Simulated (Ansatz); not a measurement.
## Cs on Au(111): change of the work function

Aim: the work function of Au(111) at several coverages of Cs (fcc site), and the dipole that each adsorbate carries.

Main program and level: Ansatz 0.2.0; plane-wave DFT, PBE, Ansatz PAW.

## 1. The structure

The cell holds 4 atoms: 4 Au. Cell: a = 2.885 Å, b = 2.885 Å, c = 25.067 Å, α = 90.0°, β = 90.0°, γ = 60.0°. Vacuum lies along c.

## 2. The clean slab

The bare slab comes first, as the zero from which every change is counted. The two lowest layers are held at bulk places and the upper ones relax. The dipole correction removes the false field that a one-sided slab makes across the periodic vacuum, so each face gets a flat vacuum level of its own.

Input file input.yaml:

```yaml
crystal:
  lattice:
    - [2.8849956672, 0.0, 0.0]
    - [1.4424978336, 2.4984795376, 0.0]
    - [0.0, 0.0, 25.0667672949]
  atoms:
    - { symbol: Au, position: [0.0, 0.0, 0.3590411118] }
    - { symbol: Au, position: [0.3333333333, 0.3333333333, 0.4530137039] }
    - { symbol: Au, position: [0.6666666667, 0.6666666667, 0.5469862961] }
    - { symbol: Au, position: [0.0, 0.0, 0.6409588882] }
kpoints:
  mp_grid: { grid: [12, 12, 1] }
hamiltonian:
  xc: pbe
scf:
  occupations: { method: fermi_dirac, width: 0.1 }
  convergence: { dr2_threshold: 1.0e-08 }
efield:
  axis: 3
  dipole_correction: true
  ramp_position: 0.97
  ramp_width: 0.06
relax:
  f_tol: 0.02
  max_steps: 60
  constraints: [{ sites: [0, 1] }]
output:
  write_potential: true
  write_density: true
  volumetric_format: npy
```

Started as:

```console
ansatz run input.yaml --threads 4 --pin off --max-ram 16384MiB --backend cpu --events-out ev --progress --plain --runs-dir out
```

Log:

```text
Engine: ansatz 0.2.0, aarch64-unknown-linux-gnu
Pseudopotentials: kind: paw
Pseudopotential: Au, paw, valence charge 19, recommended cutoff 420 eV (normal), Au.paw.azcp
Functional definition: PBE
  parameter kappa = 0.804
  parameter beta = 0.066725
  exchange = pbe_x(kappa = kappa, mu = beta*pi^2/3)
  correlation = pbe_c(beta = beta)
Crystal: 4 atoms, lattice volume = 180.684 Å³
Basis set: ecut = 420 eV, 3551 PW (Γ), exchange–correlation on 40×40×360 points (8 copies of the dense FFT grid, shifted against one another)
Bands: 46, of which v1, the nominal top of the filled ones, is band 38 counted from 1 (37 counted from 0)
Symmetry: 6 space group operations
k-points: 19 of 144 (time reversal used)
Non-local potential: Au, projectors of the file, l = 0: 3, l = 1: 2, l = 2: 2, l = 3: 1
PAW form: soft (Blöchl's): semilocal exchange-correlation on the pseudo side does not see the compensation charge
PAW one-centre angular grid: Au, 590 points (default); XC on 64 Gauss nodes
Initial density: superposition of atomic densities (neutral atoms: chi_scale 0, normalization atom), corrected by the library's trained network
Initial wavefunctions: pseudopotential atomic-orbital guess
Functional: x = pbe(κ = 0.804, μ = 0.219515), c = pbe(β = 0.066725)
SCF iter   1: F=—  HF=-52596.643584 eV  |F-HF|=—  |Δ(HF+E_count)|=         —  Δρ=2.65e-3  dr2=1.90e-1  ethr=1.77e-3  p=0.000 e·Å  D=2.37e-14 V/Å  ΔV_dip=-0.00 eV  dr2_dipole=3.35e-8  V_vac-E_F(+/−)=4.66/4.66 eV  ⟨swp⟩=8.5  Hψ=3805  notcnv=0  defer=13
efield: sawtooth ramp at fractional position 0.9700 (set: `efield.ramp_position`, or a place that a band, a saddle search or an elastic batch's reference lends), width 0.0600; the density the first Hamiltonian is built on has a dipole p = 0.000 e·Å; the dipole correction subtracts the counter field D = 2.37e-14 V/Å, which shifts the + side's vacuum level by -0.00 eV against the − side's; the planar-averaged density in the ramp window peaks in size at 8.1e-6 e/Å³
preconditioner: auto → LDOS  [metal: Δε(μ)=0.172 eV  Ē_g=9.110 eV  σ=0.100 eV  W_gap=0.38  n_scr=18 (ndim 8)  ℏωp=18.3 eV  f_vac=0.579  D(μ)=1.84/eV (n_scr^D=10)  β→1.0]
SCF iter   2: F=—  HF=-52596.644385 eV  |F-HF|=—  |Δ(HF+E_count)|=   8.01e-4  Δρ=2.54e-3  dr2=2.99e-2  ethr=2.50e-4  p=-0.000 e·Å  D=-4.26e-5 V/Å  ΔV_dip=0.00 eV  dr2_dipole=1.06e-8  V_vac-E_F(+/−)=5.15/5.15 eV  ⟨swp⟩=2.2  Hψ=1469  notcnv=0  defer=30
SCF iter   3: F=—  HF=-52596.638968 eV  |F-HF|=—  |Δ(HF+E_count)|=   5.42e-3  Δρ=5.04e-4  dr2=1.80e-3  ethr=3.94e-5  p=-0.000 e·Å  D=-1.46e-5 V/Å  ΔV_dip=0.00 eV  dr2_dipole=1.40e-8  V_vac-E_F(+/−)=5.06/5.05 eV  ⟨swp⟩=2.0  Hψ=1309  notcnv=0  defer=30
SCF iter   4: F=—  HF=-52596.638909 eV  |F-HF|=—  |Δ(HF+E_count)|=   5.84e-5  Δρ=2.39e-4  dr2=4.64e-4  ethr=2.37e-6  p=-0.000 e·Å  D=-5.95e-6 V/Å  ΔV_dip=0.00 eV  dr2_dipole=7.80e-11  V_vac-E_F(+/−)=5.08/5.08 eV  ⟨swp⟩=2.3  Hψ=1444  notcnv=0  defer=30
SCF iter   5: F=—  HF=-52596.638839 eV  |F-HF|=—  |Δ(HF+E_count)|=   7.03e-5  Δρ=6.27e-5  dr2=1.28e-5  ethr=6.10e-7  p=-0.000 e·Å  D=-2.82e-6 V/Å  ΔV_dip=0.00 eV  dr2_dipole=2.92e-11  V_vac-E_F(+/−)=5.09/5.09 eV  ⟨swp⟩=2.1  Hψ=1264  notcnv=0  defer=30
SCF iter   6: F=—  HF=-52596.638844 eV  |F-HF|=—  |Δ(HF+E_count)|=   5.10e-6  Δρ=1.93e-5  dr2=5.64e-7  ethr=1.69e-8  p=-0.000 e·Å  D=-1.44e-6 V/Å  ΔV_dip=0.00 eV  dr2_dipole=5.84e-11  V_vac-E_F(+/−)=5.09/5.09 eV  ⟨swp⟩=3.1  Hψ=1625  notcnv=0  defer=30
SCF iter   7: F=—  HF=-52596.638889 eV  |F-HF|=—  |Δ(HF+E_count)|=   4.47e-5  Δρ=6.30e-6  dr2=5.34e-8  ethr=7.43e-10  p=-0.000 e·Å  D=-6.30e-7 V/Å  ΔV_dip=0.00 eV  dr2_dipole=1.48e-11  V_vac-E_F(+/−)=5.09/5.09 eV  ⟨swp⟩=2.1  Hψ=1289  notcnv=0  defer=30
SCF iter   8: F=-52596.638889 eV  HF=-52596.638889 eV  |F-HF|=8.84e-9  |Δ(HF+E_count)|=   2.57e-7  Δρ=1.33e-6  dr2=2.77e-9  ethr=1.32e-11  p=-0.000 e·Å  D=-8.92e-8 V/Å  ΔV_dip=0.00 eV  dr2_dipole=6.00e-13  V_vac-E_F(+/−)=5.09/5.09 eV  ⟨swp⟩=10.5  Hψ=6252  notcnv=0
SCF 1 converged in 8 iterations: F = -52596.638889 eV  dr2 = 2.77e-9
  greatest PAW one-centre occupation: 1.000 electrons in one spin orbital (limit 2), on the Au atom at site 0 (counted from 0), in its partial waves of l = 0
relax step   1: F+E_penalty+E_count = -52596.63888925 eV  Δ(F+E_penalty+E_count) = +0.000e0 eV  max|allowed force component| = 4.529e-1 eV/Å  Δτ_max = 0.0000 Å  (8 SCF iters, accepted)
Initial density: handed on by an earlier stage of this run
Initial wavefunctions: those handed on with the density
iter 1 solved again at ethr=6.60e-5 eV; its pass at ethr=3.10e-3 eV (dr2=5.02e-2 eV) is discarded
SCF iter   1: F=—  HF=-52596.690389 eV  |F-HF|=—  |Δ(HF+E_count)|=         —  Δρ=5.26e-3  dr2=5.37e-2  ethr=6.60e-5  p=0.000 e·Å  D=2.11e-6 V/Å  ΔV_dip=-0.00 eV  dr2_dipole=6.16e-4  V_vac-E_F(+/−)=5.11/5.11 eV  ⟨swp⟩=2.0  Hψ=3735  notcnv=0  defer=19
efield: sawtooth ramp at fractional position 0.9700 (set: `efield.ramp_position`, or a place that a band, a saddle search or an elastic batch's reference lends), width 0.0600; the density the first Hamiltonian is built on has a dipole p = 0.000 e·Å; the dipole correction subtracts the counter field D = 2.11e-6 V/Å, which shifts the + side's vacuum level by -0.00 eV against the − side's; the planar-averaged density in the ramp window peaks in size at 1.2e-5 e/Å³
preconditioner: auto → LDOS  [metal: Δε(μ)=0.042 eV  Ē_g=9.104 eV  σ=0.100 eV  W_gap=0.10  n_scr=18 (ndim 8)  ℏωp=18.3 eV  f_vac=0.572  D(μ)=2.06/eV (n_scr^D=10)  β→1.0]
SCF iter   2: F=—  HF=-52596.694778 eV  |F-HF|=—  |Δ(HF+E_count)|=   4.39e-3  Δρ=3.93e-3  dr2=9.20e-2  ethr=6.60e-5  p=0.004 e·Å  D=3.99e-3 V/Å  ΔV_dip=-0.10 eV  dr2_dipole=1.25e-2  V_vac-E_F(+/−)=4.99/5.09 eV  ⟨swp⟩=2.4  Hψ=1486  notcnv=0  defer=19
SCF iter   3: F=—  HF=-52596.676926 eV  |F-HF|=—  |Δ(HF+E_count)|=   1.79e-2  Δρ=6.43e-4  dr2=3.08e-3  ethr=6.60e-5  p=-0.002 e·Å  D=-1.74e-3 V/Å  ΔV_dip=0.04 eV  dr2_dipole=9.43e-4  V_vac-E_F(+/−)=5.14/5.10 eV  ⟨swp⟩=2.1  Hψ=1442  notcnv=0  defer=19
SCF iter   4: F=—  HF=-52596.676902 eV  |F-HF|=—  |Δ(HF+E_count)|=   2.43e-5  Δρ=3.74e-4  dr2=7.20e-4  ethr=4.05e-6  p=-0.002 e·Å  D=-2.42e-3 V/Å  ΔV_dip=0.06 eV  dr2_dipole=5.96e-5  V_vac-E_F(+/−)=5.15/5.09 eV  ⟨swp⟩=2.1  Hψ=1311  notcnv=0  defer=22
SCF iter   5: F=—  HF=-52596.676753 eV  |F-HF|=—  |Δ(HF+E_count)|=   1.49e-4  Δρ=7.00e-5  dr2=3.56e-5  ethr=9.47e-7  p=-0.003 e·Å  D=-3.00e-3 V/Å  ΔV_dip=0.08 eV  dr2_dipole=5.36e-6  V_vac-E_F(+/−)=5.17/5.09 eV  ⟨swp⟩=2.1  Hψ=1300  notcnv=0  defer=22
[...]
efield: sawtooth ramp at fractional position 0.9700 (set: `efield.ramp_position`, or a place that a band, a saddle search or an elastic batch's reference lends), width 0.0600; the density the first Hamiltonian is built on has a dipole p = -0.003 e·Å; the dipole correction subtracts the counter field D = -2.99e-3 V/Å, which shifts the + side's vacuum level by +0.08 eV against the − side's; the planar-averaged density in the ramp window peaks in size at 1.1e-5 e/Å³
preconditioner: auto → LDOS  [metal: Δε(μ)=0.030 eV  Ē_g=9.090 eV  σ=0.100 eV  W_gap=0.07  n_scr=18 (ndim 8)  ℏωp=18.3 eV  f_vac=0.571  D(μ)=2.08/eV (n_scr^D=10)  β→1.0]
SCF iter   2: F=—  HF=-52596.680183 eV  |F-HF|=—  |Δ(HF+E_count)|=   3.19e-5  Δρ=1.03e-3  dr2=4.91e-3  ethr=7.51e-6  p=-0.001 e·Å  D=-1.07e-3 V/Å  ΔV_dip=0.03 eV  dr2_dipole=1.07e-3  V_vac-E_F(+/−)=5.12/5.09 eV  ⟨swp⟩=2.3  Hψ=1669  notcnv=0  defer=32
SCF iter   3: F=—  HF=-52596.679185 eV  |F-HF|=—  |Δ(HF+E_count)|=   9.98e-4  Δρ=1.75e-4  dr2=8.20e-5  ethr=6.46e-6  p=-0.003 e·Å  D=-2.60e-3 V/Å  ΔV_dip=0.07 eV  dr2_dipole=9.63e-6  V_vac-E_F(+/−)=5.16/5.09 eV  ⟨swp⟩=2.0  Hψ=1319  notcnv=0  defer=32
SCF iter   4: F=—  HF=-52596.679167 eV  |F-HF|=—  |Δ(HF+E_count)|=   1.78e-5  Δρ=6.40e-5  dr2=1.93e-5  ethr=1.08e-7  p=-0.003 e·Å  D=-2.59e-3 V/Å  ΔV_dip=0.06 eV  dr2_dipole=7.14e-6  V_vac-E_F(+/−)=5.15/5.09 eV  ⟨swp⟩=3.1  Hψ=1610  notcnv=0  defer=32
SCF iter   5: F=—  HF=-52596.679194 eV  |F-HF|=—  |Δ(HF+E_count)|=   2.68e-5  Δρ=3.22e-5  dr2=5.78e-6  ethr=2.54e-8  p=-0.003 e·Å  D=-2.71e-3 V/Å  ΔV_dip=0.07 eV  dr2_dipole=1.92e-6  V_vac-E_F(+/−)=5.16/5.09 eV  ⟨swp⟩=2.3  Hψ=1097  notcnv=0  defer=32
SCF iter   6: F=—  HF=-52596.679242 eV  |F-HF|=—  |Δ(HF+E_count)|=   4.82e-5  Δρ=7.79e-6  dr2=3.31e-7  ethr=7.61e-9  p=-0.003 e·Å  D=-2.76e-3 V/Å  ΔV_dip=0.07 eV  dr2_dipole=1.31e-7  V_vac-E_F(+/−)=5.16/5.09 eV  ⟨swp⟩=2.6  Hψ=1366  notcnv=0  defer=32
SCF iter   7: F=-52596.679242 eV  HF=-52596.679242 eV  |F-HF|=2.74e-8  |Δ(HF+E_count)|=   1.23e-9  Δρ=2.02e-6  dr2=8.87e-9  ethr=1.32e-11  p=-0.003 e·Å  D=-2.78e-3 V/Å  ΔV_dip=0.07 eV  dr2_dipole=7.36e-10  V_vac-E_F(+/−)=5.16/5.09 eV  ⟨swp⟩=8.9  Hψ=6680  notcnv=0
SCF 3 converged in 7 iterations: F = -52596.679242 eV  dr2 = 8.87e-9
relax step   3: F+E_penalty+E_count = -52596.67924179 eV  Δ(F+E_penalty+E_count) = -2.442e-3 eV  max|allowed force component| = 3.338e-2 eV/Å  Δτ_max = 0.0445 Å  (7 SCF iters, accepted)
SCF iter   1: F=—  HF=-52596.679325 eV  |F-HF|=—  |Δ(HF+E_count)|=         —  Δρ=2.15e-4  dr2=1.30e-4  ethr=1.62e-6  p=-0.003 e·Å  D=-2.78e-3 V/Å  ΔV_dip=0.07 eV  dr2_dipole=2.24e-5  V_vac-E_F(+/−)=5.16/5.09 eV  ⟨swp⟩=3.0  Hψ=1833  notcnv=0  defer=33
efield: sawtooth ramp at fractional position 0.9700 (set: `efield.ramp_position`, or a place that a band, a saddle search or an elastic batch's reference lends), width 0.0600; the density the first Hamiltonian is built on has a dipole p = -0.003 e·Å; the dipole correction subtracts the counter field D = -2.78e-3 V/Å, which shifts the + side's vacuum level by +0.07 eV against the − side's; the planar-averaged density in the ramp window peaks in size at 1.2e-5 e/Å³
preconditioner: auto → LDOS  [metal: Δε(μ)=0.025 eV  Ē_g=9.092 eV  σ=0.100 eV  W_gap=0.06  n_scr=18 (ndim 8)  ℏωp=18.3 eV  f_vac=0.571  D(μ)=2.08/eV (n_scr^D=10)  β→1.0]
SCF iter   2: F=—  HF=-52596.679299 eV  |F-HF|=—  |Δ(HF+E_count)|=   2.61e-5  Δρ=1.39e-4  dr2=8.08e-5  ethr=1.71e-7  p=-0.003 e·Å  D=-3.01e-3 V/Å  ΔV_dip=0.08 eV  dr2_dipole=1.09e-5  V_vac-E_F(+/−)=5.17/5.09 eV  ⟨swp⟩=2.6  Hψ=1757  notcnv=0  defer=33
SCF iter   3: F=—  HF=-52596.679293 eV  |F-HF|=—  |Δ(HF+E_count)|=   5.89e-6  Δρ=2.59e-5  dr2=1.41e-6  ethr=1.06e-7  p=-0.003 e·Å  D=-2.83e-3 V/Å  ΔV_dip=0.07 eV  dr2_dipole=1.27e-7  V_vac-E_F(+/−)=5.16/5.09 eV  ⟨swp⟩=2.0  Hψ=1266  notcnv=0  defer=33
SCF iter   4: F=—  HF=-52596.679345 eV  |F-HF|=—  |Δ(HF+E_count)|=   5.24e-5  Δρ=7.47e-6  dr2=1.30e-7  ethr=1.86e-9  p=-0.003 e·Å  D=-2.85e-3 V/Å  ΔV_dip=0.07 eV  dr2_dipole=3.26e-9  V_vac-E_F(+/−)=5.16/5.09 eV  ⟨swp⟩=2.8  Hψ=1607  notcnv=0  defer=33
SCF iter   5: F=-52596.679345 eV  HF=-52596.679345 eV  |F-HF|=1.63e-8  |Δ(HF+E_count)|=   1.80e-9  Δρ=1.58e-6  dr2=5.83e-9  ethr=1.32e-11  p=-0.003 e·Å  D=-2.84e-3 V/Å  ΔV_dip=0.07 eV  dr2_dipole=1.44e-10  V_vac-E_F(+/−)=5.16/5.09 eV  ⟨swp⟩=8.5  Hψ=6508  notcnv=0
SCF 4 converged in 5 iterations: F = -52596.679345 eV  dr2 = 5.83e-9
relax step   4: F+E_penalty+E_count = -52596.67934504 eV  Δ(F+E_penalty+E_count) = -1.032e-4 eV  max|allowed force component| = 3.321e-4 eV/Å  Δτ_max = 0.0072 Å  (5 SCF iters, accepted)
NSCF: frozen V_eff on 19 k-points
the band table was solved once a step of the walk had ended and its energy, with any forces and stress, was formed, with the checks that follow a solve (4848 applications of the Hamiltonian). They found nothing against the state; the energy, forces and stress were not computed again (output.eigenvalues in the input reference)
WARN: The input density's exchange-correlation potential varies sharply where the density is thin. Do not read a vacuum level from v_tot or v_xc, or from such a field of the output density. On a cell that repeats whose density bears no net charge and no dipole along the vacuum's axis use v_es (v_loc + v_h of the components); under efield.dipole_correction with no amplitude use v_es + v_field, which holds any external [...]
SCF converged after 5 iterations
Free energy (F): -52596.679345 eV
Harris-Foulkes:  -52596.679345 eV  (|F-HF|=1.63e-8)
Internal energy: -52596.616976 eV  (E = F + TS)
E sigma→0 (E₀):  -52596.648161 eV
Entropy (-TS):   -0.062369 eV (-15.592 meV/atom)
Fermi energy:    4.576791 eV
Dipole field:    D = -0.002861 V/Å  (p = -0.002856 e·Å, saw-weighted, corrected)
Work function:   Φ+ = 5.1611 eV   Φ− = 5.0894 eV
Levels:          The Fermi level and band energies are counted from a zero that moves with the ramp; work functions are not
--- Per-component energies (eV) ---
  E_band       = -2028.269013
  E_kinetic    = 2417.174752
  E_local      = -123812.545826  (includes V_loc(G=0)·N_el)
  E_nonlocal   = 297.482365
  E_hartree    = 60807.441548
  E_xc         = -909.996381
  E_vxc        = -1098.008811  (∫ρ·V_xc dr)
  E_paw        = -38827.364877  (= ΣΔE_a)
  E_vpaw       = -1447.265217  (= ΣTr[D̂ρ^β])
  E_aug_tail   = 0.005791  (compensation charges beyond the density's cutoff)
  E_efield     = 0.000004  (sawtooth field / dipole correction)
  E_vefield    = 0.016680  (∫n·V_field dr)
  E_ewald      = 47431.185648
  E_smearing   = -0.062369  (= −TS)
  E_closure    = 0.000000  (closes the sum)
  Σ components = -52596.679345   (vs F -52596.679345, Δ=0.00e0)
--- Forces (eV/Å), atoms counted from 1 ---
  atom   1  Au    -0.00000000     0.00000000    -0.46100368
  atom   2  Au     0.00000000    -0.00000000     0.46099689
  atom   3  Au     0.00000000    -0.00000000    -0.00028474
  atom   4  Au     0.00000000    -0.00000000     0.00033215
  max |Σ_I F_I| component: 4.06e-5 eV/Å
--- Band table (eV; the first three rows and the last of 19) ---
  k-point 0: bands = [... 34 lower, 1.7691, 2.2535, 2.2535, 2.5120, 2.5120, 3.2454, 4.5875, 8.8871, ... 4 higher]
  k-point 1: bands = [... 34 lower, 1.7913, 1.9875, 2.2470, 2.3346, 2.5176, 3.6533, 5.1813, 8.9999, ... 4 higher]
  k-point 2: bands = [... 34 lower, 1.7371, 1.7451, 2.2250, 2.5297, 2.6213, 4.3338, 6.3960, 9.3547, ... 4 higher]
  k-point 18: bands = [... 34 lower, 2.3516, 2.3787, 7.4935, 7.5162, 7.5524, 8.1112, 9.4211, 9.4522, ... 4 higher]
--- Relaxed structure (4 steps of the walk, 4 accepted, 0 SCFs on fresh bases) ---
  F+E_penalty+E_count = -52596.67934504 eV   max|allowed force component| = 3.321e-4 eV/Å
  atoms:
    - { symbol: Au, position: [0.0, 0.0, 0.359041] }
    - { symbol: Au, position: [0.333333, 0.333333, 0.453014] }
    - { symbol: Au, position: [0.666667, 0.666667, 0.550234] }
    - { symbol: Au, position: [1.445166e-17, 0, 0.649948] }
```

Wall time 15 s (4 threads of Arm Neoverse V1, shared host); peak memory 0.51 GiB; 57 s of CPU time.

In the SCF lines HF is the Harris–Foulkes energy and dr2 the Hartree energy of the density residual, in eV; the loop may stop once dr2 is under the threshold and the program's other checks hold. Hψ counts applications of the Hamiltonian.

The steps of the relaxation:

```csv
step,energy less that of the first step (eV),largest force component (eV/Å)
1,0.0000,0.4529
2,-0.0379,0.1601
3,-0.0404,0.0334
4,-0.0405,0.0003
```

The run keeps the 6 symmetry operations that the program found, so distortions that break them were not tested.

The atoms that moved most (Å):

```csv
atom,dx,dy,dz,length
Au4,0.000,0.000,0.225,0.225
Au3,0.000,0.000,0.081,0.081
```

Final coordinates:

```cif
data_structure
_symmetry_space_group_name_H-M 'P 1'
_symmetry_Int_Tables_number 1
_cell_length_a 2.8850
_cell_length_b 2.8850
_cell_length_c 25.0668
_cell_angle_alpha 90.000
_cell_angle_beta 90.000
_cell_angle_gamma 60.000
_cell_volume 180.68
loop_
_atom_site_label
_atom_site_type_symbol
_atom_site_fract_x
_atom_site_fract_y
_atom_site_fract_z
_atom_site_occupancy
Au1 Au 0.00000 0.00000 0.35904 1
Au2 Au 0.33333 0.33333 0.45301 1
Au3 Au 0.66667 0.66667 0.55023 1
Au4 Au 0.00000 0.00000 0.64995 1
```

This step gave:

| Property | Result |
| --- | --- |
| energy at zero smearing | -52596.6482 eV |
| work function, upper face | 5.161 eV |
| work function, lower face | 5.089 eV |
| dipole along the normal | -0.002856 e·Å |
| step between the vacuum levels | 0.07171 eV |

Running mean over 2.356 Å of the planar mean; the ramp of the sawtooth is left out. The electron's electrostatic potential energy less the Fermi level by z:

```csv
z (Å),electron's electrostatic potential energy less the Fermi level (eV)
3.5,5.09
4.0,5.09
4.5,5.09
5.0,5.09
5.5,5.07
6.0,5.03
6.5,4.84
7.0,4.02
7.5,1.06
8.0,-3.47
8.5,-7.10
9.0,-8.30
9.5,-8.57
10.0,-8.66
10.5,-8.70
11.0,-8.73
11.5,-8.66
12.0,-8.28
12.5,-8.00
13.0,-8.13
13.5,-8.52
14.0,-8.47
14.5,-7.78
15.0,-7.31
15.5,-7.54
16.0,-8.13
16.5,-7.87
17.0,-5.77
17.5,-1.46
18.0,2.69
18.5,4.60
19.0,5.02
19.5,5.13
20.0,5.15
20.5,5.16
21.0,5.16
21.5,5.16
22.0,5.16
```

The relaxation took 4 steps and lowered the energy by 0.040 eV; the largest force on the free atoms ends at 3.3e-4 eV/Å.

The work function of the upper face is 5.16 eV.

[end of part 1 of 3]

[Long decimals in the printed logs are rounded to 6 places.]

[Logs are printed without paths, hosts, clocks, repeated set-up lines and the standing remarks that a program may print on its own settings, such as how far it seeks lower states.]

[Hosts, paths, dates, database ids (printed as entryN), source tags and the programs' standing remarks are cut or masked in the printed files.]

[Maps of the electrostatic potential energy from Ansatz leave out the sawtooth potential of an applied field or a dipole correction, so their vacuum need not be flat; planar profiles and work functions include it.]
